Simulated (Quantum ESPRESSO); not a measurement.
**CoO: which magnetic order is lowest**

Wanted: the moments of CoO and the energy of each order that was tried.

Program: Quantum ESPRESSO 7.5. Level of theory: PBEsol; plane waves with GBRV 1.5 PBEsol potentials, no spin-orbit coupling. Results are calculated unless marked as measured.

### Step 1. The starting structure

It takes space group Fm-3m (No. 225, cubic). The conventional cell has a = 4.263 Å, b = 4.263 Å, c = 4.263 Å, α = 90.00°, β = 90.00°, γ = 90.00°. Co has 6 O at 2.13 Å nearest. Nearest to O lie 6 Co at 2.13 Å. Farther neighbours and most contacts between anions are not listed.

The cell comes from the Crystallography Open Database.

### Step 2. Run 1 (ferro +)

The signs are those of the starting moments on the seeded atoms, the atoms that are given a moment.

Contents of pw.in:

```
&CONTROL
  calculation = 'scf'
  prefix = 'pwscf'
  outdir = './tmp'
  pseudo_dir = './pseudo'
  disk_io = 'nowf'
/
&SYSTEM
  ibrav = 0
  nat = 2
  ntyp = 2
  ecutwfc = 40
  ecutrho = 280
  nbnd = 20
  occupations = 'smearing'
  smearing = 'fd'
  degauss = 0.00367493
  nspin = 2
  starting_magnetization(1) = 0.1765
  starting_magnetization(2) = 0
/
&ELECTRONS
  conv_thr = 4d-09
  electron_maxstep = 150
  mixing_beta = 0.3
/
ATOMIC_SPECIES
Co     58.9332 co_pbesol_v1.2.uspp.F.UPF
O      15.9990 o_pbesol_v1.2.uspp.F.UPF
CELL_PARAMETERS angstrom
   0.0000000000    2.1315000000    2.1315000000
   2.1315000000    0.0000000000    2.1315000000
   2.1315000000    2.1315000000    0.0000000000
ATOMIC_POSITIONS crystal
Co      0.0000000000    0.0000000000    0.0000000000
O       0.5000000000    0.5000000000    0.5000000000
K_POINTS automatic
8 8 8 0 0 0
```

Command:

```
$ OMP_NUM_THREADS=1 mpirun -n 4 pw.x -nk 4 -in pw.in > pw.out
```

The log of the run:

```text
Program PWSCF v.7.5 starts

     Message from routine setup:
     using ibrav=0 with symmetry is DISCOURAGED, use correct ibrav instead

     K-points division:     npool     =       4
     Subspace diagonalization in iterative solution of the eigenvalue problem:

     G-vector sticks info
     --------------------
     sticks:   dense  smooth     PW     G-vecs:    dense   smooth      PW
     Sum         637     361    121                10417     4477     893

     Using Slab Decomposition

     bravais-lattice index     =            0
     lattice parameter (alat)  =       5.6964  a.u.
     unit-cell volume          =     130.7021 (a.u.)^3
     number of atoms/cell      =            2
     number of atomic types    =            2
     number of electrons       =        23.00
     number of Kohn-Sham states=           20
     kinetic-energy cutoff     =      40.0000  Ry
     charge density cutoff     =     280.0000  Ry
     scf convergence threshold =      4.0E-09
     mixing beta               =       0.3000
     number of iterations used =            8  plain     mixing
     Exchange-correlation= SLA  PW   PSX  PSC
                           (   1   4  10   8   0   0   0)

     celldm(1)=   5.696383  celldm(2)=   0.000000  celldm(3)=   0.000000
     celldm(4)=   0.000000  celldm(5)=   0.000000  celldm(6)=   0.000000

     crystal axes: (cart. coord. in units of alat)
               a(1) = (   0.000000   0.707107   0.707107 )
               a(2) = (   0.707107   0.000000   0.707107 )
               a(3) = (   0.707107   0.707107   0.000000 )

     reciprocal axes: (cart. coord. in units 2 pi/alat)
               b(1) = ( -0.707107  0.707107  0.707107 )
               b(2) = (  0.707107 -0.707107  0.707107 )
               b(3) = (  0.707107  0.707107 -0.707107 )

     PseudoPot. # 1 for Co read from file:
     co_pbesol_v1.2.uspp.F.UPF
     Pseudo is Ultrasoft + core correction, Zval = 17.0
     Generated by new atomic code, or converted to UPF format
     Using radial grid of  863 points,  6 beta functions with:
                l(1) =   0
                l(2) =   0
                l(3) =   1
                l(4) =   1
                l(5) =   2
                l(6) =   2
     Q(r) pseudized with  8 coefficients,  rinner =    1.200   1.200   1.200
                                                       1.200   1.200

     PseudoPot. # 2 for O  read from file:
     o_pbesol_v1.2.uspp.F.UPF
     Pseudo is Ultrasoft + core correction, Zval =  6.0
     Generated by new atomic code, or converted to UPF format
     Using radial grid of  737 points,  5 beta functions with:
                l(1) =   0
                l(2) =   0
                l(3) =   1
                l(4) =   1
                l(5) =   2
     Q(r) pseudized with  8 coefficients,  rinner =    0.900   0.900   0.900
                                                       0.900   0.900

     atomic species   valence    mass     pseudopotential
     Co               17.00    58.93320     Co( 1.00)
     O                 6.00    15.99900     O ( 1.00)

     Starting magnetic structure
     atomic species   magnetization
     Co              0.176
     O               0.000

     48 Sym. Ops., with inversion, found

   Cartesian axes

     site n.     atom                  positions (alat units)
         1        Co     tau(   1) = (   0.0000000   0.0000000   0.0000000  )
         2        O      tau(   2) = (   0.7071068   0.7071068   0.7071068  )

     number of k points=    29  Fermi-Dirac smearing, width (Ry)=  0.0037
                       cart. coord. in units 2pi/alat
        k(    1) = (   0.0000000   0.0000000   0.0000000), wk =   0.0019531
        k(    2) = (   0.0883883   0.0883883  -0.0883883), wk =   0.0156250
        k(    3) = (   0.1767767   0.1767767  -0.1767767), wk =   0.0156250
        k(    4) = (   0.2651650   0.2651650  -0.2651650), wk =   0.0156250
        k(    5) = (  -0.3535534  -0.3535534   0.3535534), wk =   0.0078125
        [... 24 further k-points ...]

     Dense  grid:    10417 G-vectors     FFT dimensions: (  32,  32,  32)

     Smooth grid:     4477 G-vectors     FFT dimensions: (  24,  24,  24)

     Check: negative core charge=   -0.000039
     Generating pointlists ...
     new r_m :   0.2917 (alat units)  1.6615 (a.u.) for type    1
     new r_m :   0.2917 (alat units)  1.6615 (a.u.) for type    2

     Initial potential from superposition of free atoms

     starting charge      22.0000, renormalised to      23.0000
     Starting wfcs are   17 randomized atomic wfcs +    3 random wfcs

     Self-consistent Calculation

     iteration #  1     ecut=    40.00 Ry     beta= 0.30
     Davidson diagonalization with overlap
     ethr =  1.00E-02,  avg # of iterations =  5.0

     total energy              =    -328.13811522 Ry
     estimated scf accuracy    <       7.19586136 Ry

     total magnetization       =     3.01 Bohr mag/cell
     absolute magnetization    =     3.07 Bohr mag/cell

     iteration #  2     ecut=    40.00 Ry     beta= 0.30
     Davidson diagonalization with overlap
     ethr =  1.00E-02,  avg # of iterations =  2.1

     total energy              =    -329.26467063 Ry
     estimated scf accuracy    <       8.76780269 Ry

     total magnetization       =     0.35 Bohr mag/cell
     absolute magnetization    =     0.39 Bohr mag/cell

     iteration #  3     ecut=    40.00 Ry     beta= 0.30
     Davidson diagonalization with overlap
     ethr =  1.00E-02,  avg # of iterations =  1.5

     total energy              =    -330.41997647 Ry
     estimated scf accuracy    <       0.19865949 Ry

     total magnetization       =     3.00 Bohr mag/cell
     absolute magnetization    =     3.01 Bohr mag/cell

     [... further iterations left out ...]

     iteration # 13     ecut=    40.00 Ry     beta= 0.30
     Davidson diagonalization with overlap
     ethr =  6.08E-10,  avg # of iterations =  1.9

     total energy              =    -330.42784136 Ry
     estimated scf accuracy    <       0.00000010 Ry

     total magnetization       =     2.99 Bohr mag/cell
     absolute magnetization    =     3.02 Bohr mag/cell

     iteration # 14     ecut=    40.00 Ry     beta= 0.30
     Davidson diagonalization with overlap
     ethr =  4.43E-10,  avg # of iterations =  1.4

     total energy              =    -330.42784138 Ry
     estimated scf accuracy    <       0.00000004 Ry

     total magnetization       =     2.99 Bohr mag/cell
     absolute magnetization    =     3.02 Bohr mag/cell

     iteration # 15     ecut=    40.00 Ry     beta= 0.30
     Davidson diagonalization with overlap
     ethr =  1.62E-10,  avg # of iterations =  1.0

     total energy              =    -330.42784138 Ry
     estimated scf accuracy    <          8.0E-09 Ry

     total magnetization       =     2.99 Bohr mag/cell
     absolute magnetization    =     3.02 Bohr mag/cell

     iteration # 16     ecut=    40.00 Ry     beta= 0.30
     Davidson diagonalization with overlap
     ethr =  3.47E-11,  avg # of iterations =  1.6

     Magnetic moment per site  (integrated on atomic sphere of radius R)
     atom   1 (R=0.292)  charge= 14.6078  magn=  2.5390
     atom   2 (R=0.292)  charge=  5.7410  magn=  0.3517

     End of self-consistent calculation

     [... lines left out ...]
     the Fermi energy is    13.7507 ev

!    total energy              =    -330.42784139 Ry
     estimated scf accuracy    <          4.4E-10 Ry
     smearing contrib. (-TS)   =      -0.00228026 Ry
     internal energy E=F+TS    =    -330.42556112 Ry

     The total energy is F=E-TS. E is the sum of the following terms:
     one-electron contribution =    -182.88652206 Ry
     hartree contribution      =     104.57018537 Ry
     xc contribution           =     -39.54636271 Ry
     ewald contribution        =    -212.56286172 Ry

     total magnetization       =     2.99 Bohr mag/cell
     absolute magnetization    =     3.02 Bohr mag/cell

     convergence has been achieved in  16 iterations

=------------------------------------------------------------------------------=
   JOB DONE.
=------------------------------------------------------------------------------=
```

Wall time 4.6 s (4 MPI ranks of Arm Neoverse V2, shared host); peak memory 0.25 GiB.

Spin moment in the atom's sphere by atom:

```tsv
atom	spin moment in the atom's sphere (μB)
Co1	2.54
O2	0.35
```

This step gave:

```yaml
smearing_term_ts: 0.03102 eV
magnetization: 2.989 μB
absolute_magnetization: 3.015 μB
final_state: ferromagnetic
```

### Step 3. Run 2, typed as antiferro q=(0,0,1/2) +−

This order needs a doubled cell of 4 atoms. The wavevector q is in fractions of the reciprocal vectors of the crystal's primitive cell, as the cells of these inputs are built from it; moments change sign between cells as cos(2π q·R).

Contents of pw.in:

```
&CONTROL
  calculation = 'scf'
  prefix = 'pwscf'
  outdir = './tmp'
  pseudo_dir = './pseudo'
  disk_io = 'nowf'
/
&SYSTEM
  ibrav = 0
  nat = 4
  ntyp = 3
  ecutwfc = 40
  ecutrho = 280
  nbnd = 32
  occupations = 'smearing'
  smearing = 'fd'
  degauss = 0.00367493
  nspin = 2
  starting_magnetization(1) = 0.1765
  starting_magnetization(2) = -0.1765
  starting_magnetization(3) = 0
/
&ELECTRONS
  conv_thr = 8d-09
  electron_maxstep = 150
  mixing_beta = 0.3
/
ATOMIC_SPECIES
Co1    58.9332 co_pbesol_v1.2.uspp.F.UPF
Co2    58.9332 co_pbesol_v1.2.uspp.F.UPF
O      15.9990 o_pbesol_v1.2.uspp.F.UPF
CELL_PARAMETERS angstrom
   0.0000000000    2.1315000000    2.1315000000
   2.1315000000    0.0000000000    2.1315000000
   4.2630000000    4.2630000000    0.0000000000
ATOMIC_POSITIONS crystal
Co1     0.0000000000    0.0000000000    0.0000000000
Co2     0.0000000000    0.0000000000    0.5000000000
O       0.5000000000    0.5000000000    0.2500000000
O       0.5000000000    0.5000000000    0.7500000000
K_POINTS automatic
8 8 4 0 0 0
```

The log of the run:

```text
[banner, memory and clock lines left out]
Program PWSCF v.7.5 starts

     Message from routine setup:
     using ibrav=0 with symmetry is DISCOURAGED, use correct ibrav instead

     bravais-lattice index     =            0
     lattice parameter (alat)  =       5.6964  a.u.
     unit-cell volume          =     261.4042 (a.u.)^3
     number of atoms/cell      =            4
     number of atomic types    =            3
     number of electrons       =        46.00
     number of Kohn-Sham states=           32
     kinetic-energy cutoff     =      40.0000  Ry
     charge density cutoff     =     280.0000  Ry
     scf convergence threshold =      8.0E-09
     mixing beta               =       0.3000
     number of iterations used =            8  plain     mixing
     Exchange-correlation= SLA  PW   PSX  PSC
                           (   1   4  10   8   0   0   0)

     celldm(1)=   5.696383  celldm(2)=   0.000000  celldm(3)=   0.000000
     celldm(4)=   0.000000  celldm(5)=   0.000000  celldm(6)=   0.000000

     crystal axes: (cart. coord. in units of alat)
               a(1) = (   0.000000   0.707107   0.707107 )
               a(2) = (   0.707107   0.000000   0.707107 )
               a(3) = (   1.414214   1.414214   0.000000 )

     reciprocal axes: (cart. coord. in units 2 pi/alat)
               b(1) = ( -0.707107  0.707107  0.707107 )
               b(2) = (  0.707107 -0.707107  0.707107 )
               b(3) = (  0.353553  0.353553 -0.353553 )

     PseudoPot. # 1 for Co read from file:
     co_pbesol_v1.2.uspp.F.UPF
     Pseudo is Ultrasoft + core correction, Zval = 17.0

     PseudoPot. # 2 for Co read from file:
     co_pbesol_v1.2.uspp.F.UPF
     Pseudo is Ultrasoft + core correction, Zval = 17.0

     PseudoPot. # 3 for O  read from file:
     o_pbesol_v1.2.uspp.F.UPF
     Pseudo is Ultrasoft + core correction, Zval =  6.0

     atomic species   valence    mass     pseudopotential
     Co1              17.00    58.93320     Co( 1.00)
     Co2              17.00    58.93320     Co( 1.00)
     O                 6.00    15.99900     O ( 1.00)

     Starting magnetic structure
     atomic species   magnetization
     Co1             0.176
     Co2            -0.176
     O               0.000

     12 Sym. Ops., with inversion, found

   Cartesian axes

     site n.     atom                  positions (alat units)
         1        Co1    tau(   1) = (   0.0000000   0.0000000   0.0000000  )
         2        Co2    tau(   2) = (   0.7071068   0.7071068   0.0000000  )
         3        O      tau(   3) = (   0.7071068   0.7071068   0.7071068  )
         4        O      tau(   4) = (   1.4142136   1.4142136   0.7071068  )

     number of k points=    35  Fermi-Dirac smearing, width (Ry)=  0.0037
                       cart. coord. in units 2pi/alat
        k(    1) = (   0.0000000   0.0000000   0.0000000), wk =   0.0039062
        k(    2) = (   0.0883883   0.0883883  -0.0883883), wk =   0.0078125
        k(    3) = (  -0.1767767  -0.1767767   0.1767767), wk =   0.0039062
        k(    4) = (   0.0883883  -0.0883883   0.0883883), wk =   0.0234375
        k(    5) = (   0.1767767   0.0000000   0.0000000), wk =   0.0234375
        [... 30 further k-points ...]

     Dense  grid:    20749 G-vectors     FFT dimensions: (  32,  32,  64)

     Smooth grid:     8953 G-vectors     FFT dimensions: (  24,  24,  45)

     Check: negative core charge=   -0.000039
     Generating pointlists ...
     new r_m :   0.2917 (alat units)  1.6615 (a.u.) for type    1
     new r_m :   0.2917 (alat units)  1.6615 (a.u.) for type    2
     new r_m :   0.2917 (alat units)  1.6615 (a.u.) for type    3

     Initial potential from superposition of free atoms

     starting charge      44.0000, renormalised to      46.0000
     Starting wfcs are   34 randomized atomic wfcs

     Self-consistent Calculation

     iteration #  1     ecut=    40.00 Ry     beta= 0.30
     Davidson diagonalization with overlap
     ethr =  1.00E-02,  avg # of iterations =  3.0

     total energy              =    -656.59753993 Ry
     estimated scf accuracy    <      13.63998744 Ry

     total magnetization       =     0.00 Bohr mag/cell
     absolute magnetization    =     6.26 Bohr mag/cell

     iteration #  2     ecut=    40.00 Ry     beta= 0.30
     Davidson diagonalization with overlap
     ethr =  1.00E-02,  avg # of iterations =  2.8

     total energy              =    -658.71624458 Ry
     estimated scf accuracy    <      15.77610495 Ry

     total magnetization       =     0.00 Bohr mag/cell
     absolute magnetization    =     0.95 Bohr mag/cell

     [... further iterations left out ...]

     iteration # 14     ecut=    40.00 Ry     beta= 0.30
     Davidson diagonalization with overlap
     ethr =  5.88E-09,  avg # of iterations =  1.1

     total energy              =    -660.87470979 Ry
     estimated scf accuracy    <       0.00000095 Ry

     total magnetization       =    -0.00 Bohr mag/cell
     absolute magnetization    =     5.12 Bohr mag/cell

     iteration # 15     ecut=    40.00 Ry     beta= 0.30
     Davidson diagonalization with overlap
     ethr =  2.07E-09,  avg # of iterations =  2.0

     Magnetic moment per site  (integrated on atomic sphere of radius R)
     atom   1 (R=0.292)  charge= 14.6220  magn=  2.3871
     atom   2 (R=0.292)  charge= 14.6220  magn= -2.3871
     atom   3 (R=0.292)  charge=  5.7290  magn=  0.0000
     atom   4 (R=0.292)  charge=  5.7290  magn=  0.0000

     End of self-consistent calculation

     [... lines left out ...]
     the Fermi energy is    13.6982 ev

!    total energy              =    -660.87470995 Ry
     estimated scf accuracy    <          5.3E-09 Ry
     smearing contrib. (-TS)   =      -0.00451254 Ry
     internal energy E=F+TS    =    -660.87019740 Ry

     The total energy is F=E-TS. E is the sum of the following terms:
     one-electron contribution =    -365.97801365 Ry
     hartree contribution      =     209.27992936 Ry
     xc contribution           =     -79.04638968 Ry
     ewald contribution        =    -425.12572344 Ry

     total magnetization       =     0.00 Bohr mag/cell
     absolute magnetization    =     5.12 Bohr mag/cell

     convergence has been achieved in  15 iterations
```

Elapsed: 15 s, on 4 MPI ranks; peak memory 0.35 GiB.

Spin moment in the atom's sphere by atom:

```tsv
atom	spin moment in the atom's sphere (μB)
Co1	2.39
Co2	-2.39
O3	0.00
O4	0.00
```

Numbers from this step:

```yaml
smearing_term_ts: 0.06140 eV
magnetization: 0 μB
absolute_magnetization: 5.116 μB
final_state: antiferromagnetic
```

### Step 4. Start 3: antiferro q=(0,1/2,1/2) +−

This order needs a doubled cell of 4 atoms.

pw.in: that of step 3 with these lines changed.

```diff
@@ -33,10 +33,10 @@
    0.0000000000    2.1315000000    2.1315000000
-   2.1315000000    0.0000000000    2.1315000000
-   4.2630000000    4.2630000000    0.0000000000
+   4.2630000000    0.0000000000    4.2630000000
+   4.2630000000    2.1315000000    2.1315000000
 ATOMIC_POSITIONS crystal
 Co1     0.0000000000    0.0000000000    0.0000000000
-Co2     0.0000000000    0.0000000000    0.5000000000
-O       0.5000000000    0.5000000000    0.2500000000
-O       0.5000000000    0.5000000000    0.7500000000
+Co2     0.0000000000    0.5000000000    0.0000000000
+O       0.5000000000    0.0000000000    0.5000000000
+O       0.5000000000    0.5000000000    0.5000000000
 K_POINTS automatic
-8 8 4 0 0 0
+8 4 8 0 0 0
```

The log of the run:

```text
     [... lines left out ...]
Program PWSCF v.7.5 starts
     [... lines left out ...]
     number of atoms/cell      =            4
     [... lines left out ...]
     number of electrons       =        46.00
     number of Kohn-Sham states=           32
     kinetic-energy cutoff     =      40.0000  Ry
     charge density cutoff     =     280.0000  Ry
     scf convergence threshold =      8.0E-09
     [... lines left out ...]
     16 Sym. Ops., with inversion, found
     [... lines left out ...]
     number of k points=    39  Fermi-Dirac smearing, width (Ry)=  0.0037
     [... lines left out ...]
     iteration # 16     ecut=    40.00 Ry     beta= 0.30
     [... lines left out ...]
     Magnetic moment per site  (integrated on atomic sphere of radius R)
     atom   1 (R=0.292)  charge= 14.6207  magn=  2.3743
     atom   2 (R=0.292)  charge= 14.6206  magn= -2.3744
     atom   3 (R=0.292)  charge=  5.7310  magn= -0.1141
     atom   4 (R=0.292)  charge=  5.7310  magn=  0.1141
     [... lines left out ...]
     the Fermi energy is    13.6692 ev
!    total energy              =    -660.83984058 Ry
     estimated scf accuracy    <          3.6E-09 Ry
     smearing contrib. (-TS)   =      -0.00539516 Ry
     [... lines left out ...]
     total magnetization       =    -0.00 Bohr mag/cell
     absolute magnetization    =     5.22 Bohr mag/cell
     convergence has been achieved in  16 iterations
```

The job ended after 25 s (4 MPI ranks; peak memory 0.4 GiB; 1.7 min of CPU time).

Spin moment in the atom's sphere by atom:

```tsv
atom	spin moment in the atom's sphere (μB)
Co1	2.37
Co2	-2.37
O3	-0.11
O4	0.11
```

This step gave:

- smearing term TS: 0.07340 eV
- magnetization: 0 μB
- absolute magnetization: 5.221 μB
- final state: antiferromagnetic

(Continued in part 2 of 2.)

[Logs and program files are shortened in this print: banners, set-up blocks, solver, clock and traceback lines can be left out without a mark of their own.]

[Logs are printed without paths, hosts, clocks, repeated set-up lines and the standing remarks that a program may print on its own settings, such as how far it seeks lower states.]

[Hosts, paths, dates, database ids (printed as entryN), source tags and the programs' standing remarks are cut or masked in the printed files.]

[Where a cell is said to come from a database of computed structures, the database is the Materials Project.]
